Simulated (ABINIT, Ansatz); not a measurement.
# KRb2GaF6 (Fm-3m): one start, several treatments of the self-energy, part 2 of 2

How much does the gap of KRb2GaF6 (Fm-3m) depend on the approximation to the self-energy?

ABINIT 10.8.3; PBEsol and many-body steps on it, plane waves. Known limits of the many-body steps: not at the basis limit; no spin-orbit coupling; coarse k mesh.

So far. Step 5 (G0W0, von der Linden-Horsch plasmon pole): Against G0W0 in ABINIT (2×2×2 mesh, 249 bands, screening to 141.5 eV, Godby-Needs plasmon pole), the gap moves by +0.194 eV. Step 6 (G0W0, Engel-Farid plasmon pole): Against G0W0 in ABINIT (2×2×2 mesh, 249 bands, screening to 141.5 eV, Godby-Needs plasmon pole), the gap moves by +0.011 eV.

### 7. One-shot Hartree-Fock

This step: one-shot Hartree-Fock on PBEsol, plane waves, norm-conserving pseudopotentials.

The input, run.abi:

```
acell 3*1.0 Angstrom
rprim 
  -0.000000000000 4.378547672900 4.378547672900
  4.378547672900 -0.000000000000 4.378547672900
  4.378547672900 4.378547672900 -0.000000000000
ntypat 4
znucl 19 37 31 9
natom 10
typat 1 2 2 3 4 4 4 4 4 4
xred 
  0.500000000000 0.500000000000 0.500000000000
  0.750000000000 0.750000000000 0.750000000000
  0.250000000000 0.250000000000 0.250000000000
  0.000000000000 0.000000000000 0.000000000000
  0.783440950000 0.216559050000 0.783440950000
  0.216559050000 0.216559050000 0.783440950000
  0.783440950000 0.783440950000 0.216559050000
  0.783440950000 0.216559050000 0.216559050000
  0.216559050000 0.783440950000 0.216559050000
  0.216559050000 0.783440950000 0.783440950000
pp_dirpath "pseudos"
pseudos "K.upf, Rb.upf, Ga.upf, F.upf"
ecut 45
ngkpt 2 2 2
nshiftk 1
shiftk 0 0 0
kptopt 1
chksymbreak 0
istwfk *1
occopt 1
irdwfk 1
optdriver 4
nband 49
gwcalctyp 5
ecutsigx 45
symsigma 1
nkptgw 1
kptgw 
  0.0000000000 0.0000000000 0.0000000000
bdgw 
  43 48
ixc_sigma 40
fftgw 31
indata_prefix "in"
outdata_prefix "out"
tmpdata_prefix "tmp"
```

The run is started by

```sh
> OMP_NUM_THREADS=1 mpirun -n 8 abinit run.abi > log
```

Numbers of over 12 decimals in the logs are rounded to 6 here.

What it wrote:

```text
.Version 10.8.3 of ABINIT. v10.8.2 released Aug 2026.

 Symmetries : space group Fm -3 m (#225); Bravais cF (face-center cubic)
[... echo of the input left out ...]
== DATASET  1 ==================================================================
-   mpi_nproc: 8, omp_nthreads: 1 (-1 if OMP is not activated)

--- !DatasetInfo
iteration_state: {dtset: 1, }
dimensions: {natom: 10, nkpt: 3, mband: 49, nsppol: 1, nspinor: 1, nspden: 1, mpw: 16361, }
cutoff_energies: {ecut:  45.0, pawecutdg:  -1.0, }
[...]
46   5.369 -10.808  -6.266   0.000   1.000   0.000  -6.266   4.542   9.911
       47   8.334  -8.349  -3.744   0.000   1.000   0.000  -3.744   4.605  12.939
       48   8.334  -8.349  -3.744   0.000   1.000   0.000  -3.744   4.605  12.939

== END DATASET(S) ==============================================================
================================================================================

 -outvars: echo values of variables after computation  --------
           etotal      0.0000000000E+00
            nband          49
             nkpt           3
          spgroup         225
 [... the other variables as echoed above ...]

 Calculation completed.
```

Elapsed: 11 s, on 8 MPI ranks of Arm Neoverse N1, shared host; peak memory 3.4 GiB.

Numbers from this step:

```
quasiparticle gap on the points computed              : 18.21 eV
starting gap on the mesh                              : 6.190 eV
k of the valence top                                  : 0, 0, 0
k of the conduction bottom                            : 0, 0, 0
least direct quasiparticle gap on the computed points : 18.21 eV
```

Against G0W0 in ABINIT (2×2×2 mesh, 249 bands, screening to 141.5 eV, Godby-Needs plasmon pole), the gap moves by +8.464 eV.

### 8. Screening, 2×2×2 mesh, 249 bands, screening to 141.5 eV

This step: RPA screening on PBEsol, plane waves, norm-conserving pseudopotentials.

Changes to run.abi since step 7:

```diff
@@ -31,14 +31,14 @@
 irdwfk 1
-optdriver 4
-nband 49
-gwcalctyp 5
-ecutsigx 45
-symsigma 1
-nkptgw 1
-kptgw 
-  0.0000000000 0.0000000000 0.0000000000
-bdgw 
-  43 48
-ixc_sigma 40
-fftgw 31
+optdriver 3
+nband 249
+ecuteps 5.2
+inclvkb 2
+awtr 1
+symchi 1
+gwcalctyp 2
+nfreqre 16
+freqremax 40 eV
+nfreqim 8
+spmeth 1
+nomegasf 120
 indata_prefix "in"
```

What it wrote:

```text
.Version 10.8.3 of ABINIT. v10.8.2 released Aug 2026.

 Symmetries : space group Fm -3 m (#225); Bravais cF (face-center cubic)
[... echo of the input left out ...]
== DATASET  1 ==================================================================
-   mpi_nproc: 8, omp_nthreads: 1 (-1 if OMP is not activated)

--- !DatasetInfo
iteration_state: {dtset: 1, }
dimensions: {natom: 10, nkpt: 3, mband: 249, nsppol: 1, nspinor: 1, nspden: 1, mpw: 16361, }
cutoff_energies: {ecut:  45.0, pawecutdg:  -1.0, }
electrons: {nelect:   9.00000000E+01, charge:   0.00000000E+00, occopt:   1.00000000E+00, tsmear:   1.00000000E-02, }

 SCREENING: Calculation of the susceptibility and dielectric matrices

 Based on a program developped by R.W. Godby, V. Olevano, G. Onida, and L. Reining.
 Incorporated in ABINIT by V. Olevano, G.-M. Rignanese, and M. Torrent.
.Using double precision arithmetic ; gwpc =  8

[... cell and pseudopotentials left out ...]
--------------------------------------------------------------------------------

 ==== K-mesh for the wavefunctions ====
 Number of points in the irreducible wedge :     3
[... list of points left out ...]
 Together with 48 symmetry operations and time-reversal symmetry
 yields     8 points in the full Brillouin Zone.

 ==== Q-mesh for the screening function ====
 Number of points in the irreducible wedge :     3
[... list of points left out ...]
 Together with 48 symmetry operations and time-reversal symmetry
 yields     8 points in the full Brillouin Zone.

 setmesh: FFT mesh size selected  =    48x   48x   48
          total number of points  =       110592

 vcoul_init : cutoff-mode = AUXILIARY_FUNCTION
 q-points for optical limit:   1
     1)      0.000010    0.000020    0.000030

- screening: taking advantage of time-reversal symmetry
- Maximum band index for partially occupied states nbvw = 45
- Remaining bands to be divided among processors   nbcw = 204
- Number of bands treated by each node ~25

 Number of electrons calculated from density =   90.0000; Expected =   90.0000
 average of density, n =  0.079438
 r_s =    1.4431
 omega_plasma =   27.1874 [eV]

 calculating chi0 at frequencies [eV] :
  1    0.000000E+00    0.000000E+00
  2    2.666667E+00    0.000000E+00
  3    5.333333E+00    0.000000E+00
[...]
23    0.000000E+00    6.924170E+01
 24    0.000000E+00    9.749306E+01

--------------------------------------------------------------------------------
  q-point number  1        q = ( 0.000000, 0.000000, 0.000000) [r.l.u.]
--------------------------------------------------------------------------------
[... chi0 elements left out ...]
  [... further frequencies ...]

 No. of calculated frequencies >  15, stop printing
 For q-point:  0.000010 0.000020 0.000030
  dielectric constant =   2.0707
  dielectric constant without local fields =   2.2815

  Average fulfillment of the sum rule on Im[epsilon] for q-point    1 :     50.20  [%]
[... wings left out ...]
  q-point number  2        q = ( 0.500000, 0.000000, 0.000000) [r.l.u.]
--------------------------------------------------------------------------------
[... chi0 elements left out ...]
  [... further frequencies ...]

 No. of calculated frequencies >  15, stop printing
  Average fulfillment of the sum rule on Im[epsilon] for q-point    2 :     53.86  [%]

 [... 1 further q-points ...]
```

The job ended after 5.5 min (8 MPI ranks; peak memory 11 GiB).

This step gave:

```yaml
eps_infinity_with_local_fields_on_this_mesh_along_the_program_s_q_direction: 2.071
the_same_without_local_fields: 2.281
plasma_frequency: 27.19 eV
plane_waves_in_the_screening_matrix: 645
```

### 9. G0W0, contour deformation

This step: G0W0 on PBEsol, plane waves, norm-conserving pseudopotentials.

Changes to run.abi since step 8:

```diff
@@ -31,14 +31,15 @@
 irdwfk 1
-optdriver 3
+optdriver 4
 nband 249
+gwcalctyp 2
+ecutsigx 45
+symsigma 1
+nkptgw 1
+kptgw 
+  0.0000000000 0.0000000000 0.0000000000
+bdgw 
+  43 48
 ecuteps 5.2
-inclvkb 2
-awtr 1
-symchi 1
-gwcalctyp 2
-nfreqre 16
-freqremax 40 eV
-nfreqim 8
-spmeth 1
-nomegasf 120
+irdscr 1
+gwmem 01
 indata_prefix "in"
```

What it wrote:

```text
.Version 10.8.3 of ABINIT. v10.8.2 released Aug 2026.

 Symmetries : space group Fm -3 m (#225); Bravais cF (face-center cubic)
[... echo of the input left out ...]
== DATASET  1 ==================================================================
-   mpi_nproc: 8, omp_nthreads: 1 (-1 if OMP is not activated)

--- !DatasetInfo
iteration_state: {dtset: 1, }
dimensions: {natom: 10, nkpt: 3, mband: 249, nsppol: 1, nspinor: 1, nspden: 1, mpw: 16361, }
cutoff_energies: {ecut:  45.0, pawecutdg:  -1.0, }
[...]
44  -0.821 -22.439 -29.922   5.164   0.794  -0.260 -24.280  -1.841  -2.662
[...]
48   8.334  -8.349  -3.744  -2.633   0.894  -0.119  -6.586   1.763  10.097
       48   0.000   0.000   0.000  -0.000   0.000   0.000  -0.000  -0.000  -0.000

== END DATASET(S) ==============================================================
================================================================================

 -outvars: echo values of variables after computation  --------
           etotal      0.0000000000E+00
            nband         249
             nkpt           3
          spgroup         225
 [... the other variables as echoed above ...]

 Calculation completed.
```

It took 28 s on 8 MPI ranks; peak memory 4.3 GiB.

Numbers from this step:

```yaml
g0w0_gap_on_the_points_computed: 9.705 eV
starting_gap_on_the_mesh: 6.190 eV
k_of_the_valence_top: 0, 0, 0
k_of_the_conduction_bottom: 0, 0, 0
least_direct_g0w0_gap_on_the_computed_points: 9.705 eV
```

Against G0W0 in ABINIT (2×2×2 mesh, 249 bands, screening to 141.5 eV, Godby-Needs plasmon pole), the gap moves by −0.046 eV.

### 10. Side by side

Times are wall times on 8 MPI ranks of Arm Neoverse N1, shared host, good to a factor of about two. A run's time includes the screening step that it read.

```tsv
run	mesh	bands	screening cutoff (eV)	DFT gap (eV)	gap on the mesh (eV)	direct (eV)	ε∞ used	time
G0W0, Godby-Needs plasmon pole	2×2×2	249	141.5	6.190	9.751	9.751	2.06	5.7 min
G0W0, von der Linden-Horsch plasmon pole	2×2×2	249	141.5	6.190	9.945	9.945	2.06	6.5 min
G0W0, Engel-Farid plasmon pole	2×2×2	249	141.5	6.190	9.762	9.762	2.06	5.9 min
one-shot Hartree-Fock	2×2×2	-	-	6.190	18.215	18.215	-	11 s
G0W0, contour deformation	2×2×2	249	141.5	6.190	9.705	9.705	2.07	6 min
```

### 11. What came out

- G0W0, Godby-Needs plasmon pole: 9.751 eV
- G0W0, von der Linden-Horsch plasmon pole: 9.945 eV
- G0W0, Engel-Farid plasmon pole: 9.762 eV
- one-shot Hartree-Fock: 18.215 eV
- G0W0, contour deformation: 9.705 eV
- known limits: not at the basis limit; no spin-orbit coupling; coarse k mesh

In words: G0W0, von der Linden-Horsch plasmon pole: +0.194 eV against G0W0, Godby-Needs plasmon pole. G0W0, Engel-Farid plasmon pole: +0.011 eV against G0W0, Godby-Needs plasmon pole. One-shot Hartree-Fock: +8.464 eV against G0W0, Godby-Needs plasmon pole. G0W0, contour deformation: −0.046 eV against G0W0, Godby-Needs plasmon pole. Bare exchange alone opens the gap to 18.21 eV; against G0W0, correlation takes back 8.46 eV. Bands and cutoff are finite, so the gap is not at the basis limit. The miss can reach some tenths of an eV and take either sign; the mesh is an error of its own. In the first G0W0 run levels were corrected at 1 k point alone, so a gap called «on the mesh» is the least over those, and an edge elsewhere would be missed. The 2×2×2 mesh is coarse for this cell, which bears on the long-range parts of exchange and screening. The many-body steps are scalar-relativistic: spin-orbit coupling is not in them.

[Paths, hosts, dates, memory and timing lines, banners, echoed tables and standing remarks are left out of the program output.]

[Logs are printed without paths, hosts, clocks, repeated set-up lines and the standing remarks that a program may print on its own settings, such as how far it seeks lower states.]

[Runs of the session that timed out or met a known fault of the program may be left out.]

[No measured gap is set beside runs whose start may be inverted or whose files or cutoffs have a known fault.]

[Hosts, paths, dates, database ids (printed as entryN), source tags and the programs' standing remarks are cut or masked in the printed files.]

[G0W0 gaps are taken among the corrected bands and points alone; a level outside them can change the order at an edge.]

[Where Ansatz stands beside ABINIT at settings called matched, ABINIT's density can come from a denser mesh and the files from another edition; pairs whose starting gaps differed by over 0.03 eV were left out, so agreement reads better than it is.]
